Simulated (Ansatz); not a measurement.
**Dielectric response of KBr (001) films**

Aim: the electronic and static ε of rocksalt KBr (001) from films of three thicknesses in a field.

Main program and level: Ansatz 0.2.0; plane-wave DFT, PBE, Ansatz PAW, in the first sound run; inputs show where later runs differ.

## 1. The starting structure

The cell holds 6 atoms: 3 K and 3 Br. Its edges and angles: a = 4.667 Å, b = 4.667 Å, c = 24.600 Å, α = 90.0°, β = 90.0°, γ = 90.0°. It derives from KBr (rocksalt KBr). Vacuum lies along c.

## 2. Relaxing the film, 6 atoms, units 3

The structure is relaxed first, because levels and dipoles at a surface follow the positions of the outer atoms.

input.yaml

```yaml
crystal:
  lattice:
    - [4.66690476, 0.0, 0.0]
    - [0.0, 4.66690476, 0.0]
    - [0.0, 0.0, 24.6]
  atoms:
    - { symbol: K, position: [0.5, 0.5, 0.3658536585] }
    - { symbol: Br, position: [0.0, 0.0, 0.3658536585] }
    - { symbol: K, position: [0.0, 0.0, 0.5] }
    - { symbol: Br, position: [0.5, 0.5, 0.5] }
    - { symbol: K, position: [0.5, 0.5, 0.6341463415] }
    - { symbol: Br, position: [0.0, 0.0, 0.6341463415] }
kpoints:
  mp_grid: { grid: [6, 6, 1] }
hamiltonian:
  xc: pbe
scf:
  occupations: { method: fixed }
  convergence: { dr2_threshold: 1.0e-09 }
efield:
  axis: 3
  dipole_correction: true
  ramp_position: 0.97
  ramp_width: 0.06
relax:
  f_tol: 0.003
  max_steps: 100
output:
  write_potential: true
  write_density: true
  volumetric_format: npy
```

Command:

```bash
$ ansatz run input.yaml --threads 4 --pin off --max-ram 8192MiB --backend cpu --events-out ev --progress --plain --runs-dir out
```

Numbers of over 12 decimals in the logs are rounded to 6 here.

The program printed:

```text
Engine: ansatz 0.2.0, aarch64-unknown-linux-gnu
Pseudopotentials: kind: paw
Pseudopotential: K, paw, valence charge 9, recommended cutoff 420 eV (normal), K.paw.azcp
Pseudopotential: Br, paw, valence charge 7, recommended cutoff 420 eV (normal), Br.paw.azcp
Functional definition: PBE
  parameter kappa = 0.804
  parameter beta = 0.066725
  exchange = pbe_x(kappa = kappa, mu = beta*pi^2/3)
  correlation = pbe_c(beta = beta)
Crystal: 6 atoms, lattice volume = 535.788 Å³
Basis set: ecut = 420 eV, 10419 PW (Γ), exchange–correlation on 64×64×360 points (8 copies of the dense FFT grid, shifted against one another)
Bands: 30, of which v1, the nominal top of the filled ones, is band 24 counted from 1 (23 counted from 0)
Symmetry: 8 space group operations
k-points: 10 of 36
Non-local potential: K, projectors of the file, l = 0: 3, l = 1: 2, l = 2: 2
Non-local potential: Br, projectors of the file, l = 0: 2, l = 1: 2, l = 2: 2
PAW form: soft (Blöchl's): semilocal exchange-correlation on the pseudo side does not see the compensation charge
PAW one-centre angular grid: K, 110 points (default); XC on 64 Gauss nodes
PAW one-centre angular grid: Br, 110 points (default); XC on 64 Gauss nodes
Initial density: superposition of atomic densities (neutral atoms: chi_scale 0, normalization atom), corrected by the library's trained network
Initial wavefunctions: pseudopotential atomic-orbital guess
Functional: x = pbe(κ = 0.804, μ = 0.219515), c = pbe(β = 0.066725)
SCF iter   1: F=—  HF=-12973.223543 eV  |F-HF|=—  |Δ(HF+E_count)|=         —  Δρ=2.84e-4  dr2=8.72e-4  ethr=1.77e-3  p=0.000 e·Å  D=4.12e-14 V/Å  ΔV_dip=-0.00 eV  dr2_dipole=2.80e-10  V_vac-E_F(+/−)=5.86/5.86 eV  ⟨swp⟩=6.5  Hψ=1244  notcnv=0  defer=37
efield: sawtooth ramp at fractional position 0.9700 (set: `efield.ramp_position`, or a place that a band, a saddle search or an elastic batch's reference lends), width 0.0600; the density the first Hamiltonian is built on has a dipole p = 0.000 e·Å; the dipole correction subtracts the counter field D = 4.12e-14 V/Å, which shifts the + side's vacuum level by -0.00 eV against the − side's; the planar-averaged density in the ramp window peaks in size at 4.2e-6 e/Å³
preconditioner: auto → Resta (q_TF=auto, 1.825 Å⁻¹)  ε∞=1.6  [insulator: Δε(μ)=4.370 eV  Ē_g=13.285 eV  n_scr=50 (ndim 8)  ℏωp=10.4 eV  f_vac=0.580  ε∞_Penn≈1.6  vacuum switching on, ρ_ref=1.3e-2 e/Å³]
SCF iter   2: F=—  HF=-12973.224348 eV  |F-HF|=—  |Δ(HF+E_count)|=   8.06e-4  Δρ=1.38e-4  dr2=1.85e-4  ethr=1.82e-6  p=0.000 e·Å  D=4.57e-6 V/Å  ΔV_dip=-0.00 eV  dr2_dipole=2.83e-10  V_vac-E_F(+/−)=5.85/5.85 eV  ⟨swp⟩=4.2  Hψ=771  notcnv=0  defer=41
density mixer auto → msr1: gapped (density of states about μ 0.00 of a free-electron gas's, 50 screened modes)
SCF iter   3: F=—  HF=-12973.224657 eV  |F-HF|=—  |Δ(HF+E_count)|=   3.09e-4  Δρ=6.90e-5  dr2=3.35e-5  ethr=3.86e-7  p=-0.000 e·Å  D=-4.98e-6 V/Å  ΔV_dip=0.00 eV  dr2_dipole=3.78e-10  V_vac-E_F(+/−)=5.85/5.85 eV  ⟨swp⟩=3.9  Hψ=560  notcnv=0  defer=40
SCF iter   4: F=—  HF=-12973.224655 eV  |F-HF|=—  |Δ(HF+E_count)|=   1.87e-6  Δρ=2.11e-5  dr2=2.24e-6  ethr=6.97e-8  p=0.000 e·Å  D=1.31e-7 V/Å  ΔV_dip=-0.00 eV  dr2_dipole=4.83e-13  V_vac-E_F(+/−)=5.85/5.85 eV  ⟨swp⟩=2.0  Hψ=522  notcnv=0  defer=39
SCF iter   5: F=—  HF=-12973.224767 eV  |F-HF|=—  |Δ(HF+E_count)|=   1.12e-4  Δρ=5.82e-6  dr2=3.91e-7  ethr=4.66e-9  p=-0.000 e·Å  D=-7.84e-7 V/Å  ΔV_dip=0.00 eV  dr2_dipole=1.17e-11  V_vac-E_F(+/−)=5.84/5.84 eV  ⟨swp⟩=2.1  Hψ=526  notcnv=0  defer=40
SCF iter   6: F=—  HF=-12973.224767 eV  |F-HF|=—  |Δ(HF+E_count)|=   1.66e-7  Δρ=1.60e-6  dr2=1.94e-8  ethr=8.15e-10  p=0.000 e·Å  D=1.95e-7 V/Å  ΔV_dip=-0.00 eV  dr2_dipole=6.30e-13  V_vac-E_F(+/−)=5.84/5.84 eV  ⟨swp⟩=2.0  Hψ=413  notcnv=0  defer=40
SCF iter   7: F=—  HF=-12973.224767 eV  |F-HF|=—  |Δ(HF+E_count)|=   4.91e-8  Δρ=3.79e-7  dr2=1.23e-9  ethr=4.04e-11  p=-0.000 e·Å  D=-1.01e-7 V/Å  ΔV_dip=0.00 eV  dr2_dipole=1.55e-13  V_vac-E_F(+/−)=5.84/5.84 eV  ⟨swp⟩=2.0  Hψ=497  notcnv=0  defer=40
SCF iter   8: F=-12973.224767 eV  HF=-12973.224767 eV  |F-HF|=9.46e-11  |Δ(HF+E_count)|=   1.19e-8  Δρ=3.78e-8  dr2=8.14e-12  ethr=2.08e-12  p=0.000 e·Å  D=8.98e-8 V/Å  ΔV_dip=-0.00 eV  dr2_dipole=1.34e-13  V_vac-E_F(+/−)=5.84/5.84 eV  ⟨swp⟩=7.9  Hψ=1679  notcnv=0
SCF 1 converged in 8 iterations: F = -12973.224767 eV  dr2 = 8.14e-12
  greatest PAW one-centre occupation: 0.987 electrons in one spin orbital (limit 2), on the K atom at site 2 (counted from 0), in its partial waves of l = 0
relax step   1: F+E_penalty+E_count = -12973.22476674 eV  Δ(F+E_penalty+E_count) = +0.000e0 eV  max|allowed force component| = 1.041e-1 eV/Å  Δτ_max = 0.0000 Å  (8 SCF iters, accepted)
Initial density: handed on by an earlier stage of this run
Initial wavefunctions: those handed on with the density
iter 1 solved again at ethr=1.76e-5 eV; its pass at ethr=3.10e-3 eV (dr2=8.47e-3 eV) is discarded
SCF iter   1: F=—  HF=-12973.233797 eV  |F-HF|=—  |Δ(HF+E_count)|=         —  Δρ=4.65e-4  dr2=8.47e-3  ethr=1.76e-5  p=0.000 e·Å  D=8.98e-8 V/Å  ΔV_dip=-0.00 eV  dr2_dipole=6.71e-13  V_vac-E_F(+/−)=5.85/5.85 eV  ⟨swp⟩=2.3  Hψ=1072  notcnv=0  defer=40
efield: sawtooth ramp at fractional position 0.9700 (set: `efield.ramp_position`, or a place that a band, a saddle search or an elastic batch's reference lends), width 0.0600; the density the first Hamiltonian is built on has a dipole p = 0.000 e·Å; the dipole correction subtracts the counter field D = 8.98e-8 V/Å, which shifts the + side's vacuum level by -0.00 eV against the − side's; the planar-averaged density in the ramp window peaks in size at 1.2e-7 e/Å³
preconditioner: auto → Resta (q_TF=auto, 1.825 Å⁻¹)  ε∞=1.6  [insulator: Δε(μ)=4.378 eV  Ē_g=13.266 eV  n_scr=50 (ndim 8)  ℏωp=10.4 eV  f_vac=0.578  ε∞_Penn≈1.6  vacuum switching on, ρ_ref=1.3e-2 e/Å³]
SCF iter   2: F=—  HF=-12973.231348 eV  |F-HF|=—  |Δ(HF+E_count)|=   2.45e-3  Δρ=2.25e-4  dr2=2.95e-4  ethr=1.76e-5  p=-0.000 e·Å  D=-1.39e-7 V/Å  ΔV_dip=0.00 eV  dr2_dipole=6.33e-14  V_vac-E_F(+/−)=5.94/5.94 eV  ⟨swp⟩=3.2  Hψ=410  notcnv=0  defer=40  κ⁻¹=1.0e0(r=1)
density mixer auto → broyden: gapped, where msr1 would fit the directions that read negative (density of states about μ 0.00 of a free-electron gas's, 50 screened modes)
SCF iter   3: F=—  HF=-12973.231283 eV  |F-HF|=—  |Δ(HF+E_count)|=   6.53e-5  Δρ=8.72e-5  dr2=5.32e-5  ethr=6.14e-7  p=-0.000 e·Å  D=-6.66e-8 V/Å  ΔV_dip=0.00 eV  dr2_dipole=1.64e-14  V_vac-E_F(+/−)=5.95/5.95 eV  ⟨swp⟩=2.5  Hψ=488  notcnv=0  defer=40  κ⁻¹=1.4e-2(r=2)
[...]
preconditioner: auto → Resta (q_TF=auto, 1.825 Å⁻¹)  ε∞=1.6  [insulator: Δε(μ)=4.381 eV  Ē_g=13.286 eV  n_scr=50 (ndim 8)  ℏωp=10.4 eV  f_vac=0.576  ε∞_Penn≈1.6  vacuum switching on, ρ_ref=1.3e-2 e/Å³]
SCF iter   2: F=—  HF=-12973.232529 eV  |F-HF|=—  |Δ(HF+E_count)|=   7.24e-4  Δρ=1.46e-4  dr2=1.07e-4  ethr=6.14e-6  p=0.000 e·Å  D=2.34e-8 V/Å  ΔV_dip=-0.00 eV  dr2_dipole=5.25e-15  V_vac-E_F(+/−)=5.99/5.99 eV  ⟨swp⟩=2.8  Hψ=491  notcnv=0  defer=40  κ⁻¹=1.0e0(r=1)
density mixer auto → broyden: gapped, where msr1 would fit the directions that read negative (density of states about μ 0.00 of a free-electron gas's, 50 screened modes)
SCF iter   3: F=—  HF=-12973.232529 eV  |F-HF|=—  |Δ(HF+E_count)|=   3.85e-7  Δρ=6.16e-5  dr2=2.25e-5  ethr=2.23e-7  p=0.000 e·Å  D=4.48e-8 V/Å  ΔV_dip=-0.00 eV  dr2_dipole=5.93e-18  V_vac-E_F(+/−)=5.99/5.99 eV  ⟨swp⟩=2.6  Hψ=470  notcnv=0  defer=40  κ⁻¹=1.3e-2(r=2)
SCF iter   4: F=—  HF=-12973.232540 eV  |F-HF|=—  |Δ(HF+E_count)|=   1.11e-5  Δρ=1.21e-5  dr2=5.96e-7  ethr=4.69e-8  p=0.000 e·Å  D=4.39e-8 V/Å  ΔV_dip=-0.00 eV  dr2_dipole=3.22e-15  V_vac-E_F(+/−)=5.99/5.99 eV  ⟨swp⟩=2.9  Hψ=487  notcnv=0  defer=37  κ⁻¹=2.9e-4(r=3)
SCF iter   5: F=—  HF=-12973.232639 eV  |F-HF|=—  |Δ(HF+E_count)|=   9.92e-5  Δρ=2.84e-6  dr2=3.25e-8  ethr=1.24e-9  p=0.000 e·Å  D=1.83e-8 V/Å  ΔV_dip=-0.00 eV  dr2_dipole=3.70e-14  V_vac-E_F(+/−)=5.99/5.99 eV  ⟨swp⟩=2.0  Hψ=465  notcnv=0  defer=29  κ⁻¹=3.5e-5(r=4)
SCF iter   6: F=—  HF=-12973.232639 eV  |F-HF|=—  |Δ(HF+E_count)|=   1.66e-8  Δρ=1.43e-6  dr2=6.63e-9  ethr=6.77e-11  p=0.000 e·Å  D=6.46e-8 V/Å  ΔV_dip=-0.00 eV  dr2_dipole=1.90e-14  V_vac-E_F(+/−)=5.99/5.99 eV  ⟨swp⟩=2.0  Hψ=459  notcnv=0  defer=29  κ⁻¹=3.2e-6(r=5)
SCF iter   7: F=-12973.232639 eV  HF=-12973.232639 eV  |F-HF|=2.82e-10  |Δ(HF+E_count)|=   8.53e-9  Δρ=1.94e-7  dr2=1.83e-10  ethr=2.08e-12  p=-0.000 e·Å  D=-5.38e-9 V/Å  ΔV_dip=0.00 eV  dr2_dipole=2.76e-14  V_vac-E_F(+/−)=5.99/5.99 eV  ⟨swp⟩=6.0  Hψ=1967  notcnv=0
SCF 3 converged in 7 iterations: F = -12973.232639 eV  dr2 = 1.83e-10
relax step   3: F+E_penalty+E_count = -12973.23263935 eV  Δ(F+E_penalty+E_count) = -1.272e-3 eV  max|allowed force component| = 3.091e-3 eV/Å  Δτ_max = 0.0320 Å  (7 SCF iters, accepted)
SCF iter   1: F=—  HF=-12973.232575 eV  |F-HF|=—  |Δ(HF+E_count)|=         —  Δρ=5.38e-5  dr2=5.50e-5  ethr=1.87e-6  p=-0.000 e·Å  D=-5.38e-9 V/Å  ΔV_dip=0.00 eV  dr2_dipole=3.08e-14  V_vac-E_F(+/−)=5.99/5.99 eV  ⟨swp⟩=3.7  Hψ=602  notcnv=0  defer=40
efield: sawtooth ramp at fractional position 0.9700 (set: `efield.ramp_position`, or a place that a band, a saddle search or an elastic batch's reference lends), width 0.0600; the density the first Hamiltonian is built on has a dipole p = -0.000 e·Å; the dipole correction subtracts the counter field D = -5.38e-9 V/Å, which shifts the + side's vacuum level by +0.00 eV against the − side's; the planar-averaged density in the ramp window peaks in size at 8.9e-8 e/Å³
preconditioner: auto → Resta (q_TF=auto, 1.825 Å⁻¹)  ε∞=1.6  [insulator: Δε(μ)=4.385 eV  Ē_g=13.309 eV  n_scr=50 (ndim 8)  ℏωp=10.4 eV  f_vac=0.576  ε∞_Penn≈1.6  vacuum switching on, ρ_ref=1.3e-2 e/Å³]
SCF iter   2: F=—  HF=-12973.232564 eV  |F-HF|=—  |Δ(HF+E_count)|=   1.05e-5  Δρ=2.29e-5  dr2=2.97e-6  ethr=1.15e-7  p=0.000 e·Å  D=4.32e-8 V/Å  ΔV_dip=-0.00 eV  dr2_dipole=4.94e-14  V_vac-E_F(+/−)=5.99/5.99 eV  ⟨swp⟩=2.0  Hψ=458  notcnv=0  defer=40  κ⁻¹=1.0e0(r=1)
density mixer auto → broyden: gapped, where msr1 would fit the directions that read negative (density of states about μ 0.00 of a free-electron gas's, 50 screened modes)
SCF iter   3: F=—  HF=-12973.232666 eV  |F-HF|=—  |Δ(HF+E_count)|=   1.02e-4  Δρ=1.04e-5  dr2=7.08e-7  ethr=6.19e-9  p=-0.000 e·Å  D=-2.25e-8 V/Å  ΔV_dip=0.00 eV  dr2_dipole=7.42e-14  V_vac-E_F(+/−)=5.99/5.99 eV  ⟨swp⟩=2.0  Hψ=443  notcnv=0  defer=30  κ⁻¹=1.9e-2(r=2)
SCF iter   4: F=—  HF=-12973.232666 eV  |F-HF|=—  |Δ(HF+E_count)|=   4.36e-7  Δρ=1.72e-6  dr2=1.39e-8  ethr=1.48e-9  p=0.000 e·Å  D=1.02e-7 V/Å  ΔV_dip=-0.00 eV  dr2_dipole=1.68e-13  V_vac-E_F(+/−)=5.99/5.99 eV  ⟨swp⟩=2.0  Hψ=370  notcnv=0  defer=37  κ⁻¹=6.8e-4(r=3)
SCF iter   5: F=-12973.232666 eV  HF=-12973.232666 eV  |F-HF|=1.20e-9  |Δ(HF+E_count)|=   1.14e-8  Δρ=5.18e-7  dr2=8.65e-10  ethr=2.08e-12  p=-0.000 e·Å  D=-5.55e-8 V/Å  ΔV_dip=0.00 eV  dr2_dipole=1.01e-13  V_vac-E_F(+/−)=5.99/5.99 eV  ⟨swp⟩=8.0  Hψ=1864  notcnv=0
SCF 4 converged in 5 iterations: F = -12973.232666 eV  dr2 = 8.65e-10
relax step   4: F+E_penalty+E_count = -12973.23266649 eV  Δ(F+E_penalty+E_count) = -2.714e-5 eV  max|allowed force component| = 1.613e-4 eV/Å  Δτ_max = 0.0046 Å  (5 SCF iters, accepted)
NSCF: frozen V_eff on 10 k-points
the band table was solved once a step of the walk had ended and its energy, with any forces and stress, was formed, with the checks that follow a solve (2101 applications of the Hamiltonian). They found nothing against the state; the energy, forces and stress were not computed again (output.eigenvalues in the input reference)
SCF converged after 5 iterations
Stability not checked: this state was not tested for a lower state beside it, because the mixer in use, unlike msr1, does not test its closes by its own steps (another_mixer; see scf.mixing.algorithm and scf.lower_state_search)
Free energy (F): -12973.232666 eV
Harris-Foulkes:  -12973.232666 eV  (|F-HF|=1.20e-9)
Internal energy: -12973.232666 eV  (E = F + TS)
E sigma→0 (E₀):  -12973.232666 eV
Fermi energy:    -3.120883 eV
Dipole field:    D = 0.000000 V/Å  (p = 0.000001 e·Å, saw-weighted, corrected)
Work function:   Φ+ = 5.9886 eV   Φ− = 5.9886 eV
Levels:          The Fermi level and band energies are counted from a zero that moves with the ramp; work functions are not
--- Per-component energies (eV) ---
  E_band       = -604.911766
  E_kinetic    = 1163.766523
  E_local      = -17123.212708  (includes V_loc(G=0)·N_el)
  E_nonlocal   = 248.338236
  E_hartree    = 8017.544529
  E_xc         = -1201.076578
  E_vxc        = -807.868588  (∫ρ·V_xc dr)
  E_paw        = -9085.099239  (= ΣΔE_a)
  E_vpaw       = -121.023825  (= ΣTr[D̂ρ^β])
  E_aug_tail   = -0.000011  (compensation charges beyond the density's cutoff)
  E_efield     = 0.000000  (sawtooth field / dipole correction)
  E_vefield    = 0.000000  (∫n·V_field dr)
  E_ewald      = 5006.506582
  E_smearing   = -0.000000  (= −TS)
  E_closure    = -0.000000  (closes the sum)
  Σ components = -12973.232666   (vs F -12973.232666, Δ=0.00e0)
--- Forces (eV/Å), atoms counted from 1 ---
  atom   1  K      0.00000000     0.00000000    -0.00011102
  atom   2  Br    -0.00000000     0.00000000    -0.00016133
  atom   3  K      0.00000000     0.00000000     0.00000014
  atom   4  Br    -0.00000000     0.00000000    -0.00000024
  atom   5  K      0.00000000     0.00000000     0.00011118
  atom   6  Br     0.00000000     0.00000000     0.00016107
  max |Σ_I F_I| component: 2.01e-7 eV/Å
--- Band table (eV; the first three rows and the last of 10) ---
  k-point 0: bands = [... 20 lower, -3.1638, -3.1638, -3.1209, -3.1209, 1.2660, 1.7527, 2.5437, 2.8838, ... 2 higher]
  k-point 1: bands = [... 20 lower, -3.3252, -3.2171, -3.2092, -3.1759, 1.6394, 2.0115, 2.7533, 3.2055, ... 2 higher]
  k-point 2: bands = [... 20 lower, -3.3402, -3.2974, -3.2831, -3.2826, 2.4550, 2.6005, 3.2038, 3.7613, ... 2 higher]
  k-point 9: bands = [... 20 lower, -3.4821, -3.4821, -3.3193, -3.2109, 3.0220, 3.0220, 3.8089, 3.9520, ... 2 higher]
--- Relaxed structure (4 steps of the walk, 4 accepted, 0 SCFs on fresh bases) ---
  F+E_penalty+E_count = -12973.23266649 eV   max|allowed force component| = 1.613e-4 eV/Å
  atoms:
    - { symbol: K, position: [0.5, 0.5, 0.365127] }
    - { symbol: Br, position: [0, 0.0, 0.362432] }
    - { symbol: K, position: [0, 0.0, 0.500000] }
    - { symbol: Br, position: [0.5, 0.5, 0.500000] }
    - { symbol: K, position: [0.5, 0.5, 0.634873] }
    - { symbol: Br, position: [0, 0.0, 0.637568] }
```

The job ended after 9.9 s (4 threads of Arm Neoverse V2, shared host; peak memory 0.76 GiB).

Relaxation path:

| step | energy less that of the first step (eV) | largest force component (eV/Å) |
| --- | --- | --- |
| 1 | 0.0000 | 0.1041 |
| 2 | -0.0066 | 0.0340 |
| 3 | -0.0079 | 0.0031 |
| 4 | -0.0079 | 0.0002 |

The run keeps the 8 symmetry operations that it works with, so distortions that break them were not tested.

The atoms that moved most (Å):

| atom | dx | dy | dz | length |
| --- | --- | --- | --- | --- |
| Br2 | 0.000 | 0.000 | -0.084 | 0.084 |
| Br6 | 0.000 | 0.000 | 0.084 | 0.084 |
| K5 | 0.000 | 0.000 | 0.018 | 0.018 |
| K1 | 0.000 | 0.000 | -0.018 | 0.018 |

Final coordinates:

```xyz
6
Lattice="4.6669 0.0000 0.0000 0.0000 4.6669 0.0000 0.0000 0.0000 24.6000" Properties=species:S:1:pos:R:3
K     2.3335    2.3335    8.9821
Br    0.0000    0.0000    8.9158
K     0.0000    0.0000   12.3000
Br    2.3335    2.3335   12.3000
K     2.3335    2.3335   15.6179
Br    0.0000    0.0000   15.6842
```

This step gave:

| Quantity | Value |
| --- | --- |
| gap on the k-mesh | 4.387 eV |
| dipole along the normal | 6.09e-7 e·Å |
| ionisation energy, upper face | 5.989 eV |
| electron affinity, upper face | 1.602 eV |

Running mean over 3.3 Å of the planar mean; the ramp of the sawtooth is left out. The electron's electrostatic potential energy less the highest filled level by z:

z (Å), electron's electrostatic potential energy less the highest filled level (eV) and a bar from the least value:
```
      3.5       5.99 ##############################
      4.0       5.99 ##############################
      4.5       5.99 ##############################
      5.0       5.98 ##############################
      5.5       5.97 ##############################
      6.0       5.90 ##############################
      6.5       5.61 ############################
      7.0       4.45 #####################
      7.5       2.55 ##########
      8.0       1.21 ###
      8.5       0.83 #
      9.0       0.75 
      9.5       0.76 
     10.0       0.84 #
     10.5       0.95 #
     11.0       0.89 #
     11.5       0.76 
     12.0       0.72 
     12.5       0.72 
     13.0       0.74 
     13.5       0.86 #
     14.0       0.95 #
     14.5       0.87 #
     15.0       0.76 
     15.5       0.75 
     16.0       0.80 
     16.5       1.07 ##
     17.0       2.20 ########
     17.5       4.10 ###################
     18.0       5.48 ###########################
     18.5       5.87 #############################
     19.0       5.96 ##############################
     19.5       5.98 ##############################
     20.0       5.99 ##############################
     20.5       5.99 ##############################
     21.0       5.99 ##############################
     21.5       5.99 ##############################
```

The relaxation took 4 steps and lowered the energy by 0.0079 eV; the largest force on the free atoms ends at 1.6e-4 eV/Å.

The gap is 4.39 eV, with the valence edge 5.99 eV and the conduction edge 1.60 eV under the upper vacuum level.

(Part 1 of 5 ends here.)

[Logs are printed without paths, hosts, clocks, repeated set-up lines and the standing remarks that a program may print on its own settings, such as how far it seeks lower states.]

[Hosts, paths, dates, database ids (printed as entryN), source tags and the programs' standing remarks are cut or masked in the printed files.]

[Maps of the electrostatic potential energy from Ansatz leave out the sawtooth potential of an applied field or a dipole correction, so their vacuum need not be flat; planar profiles and work functions include it.]
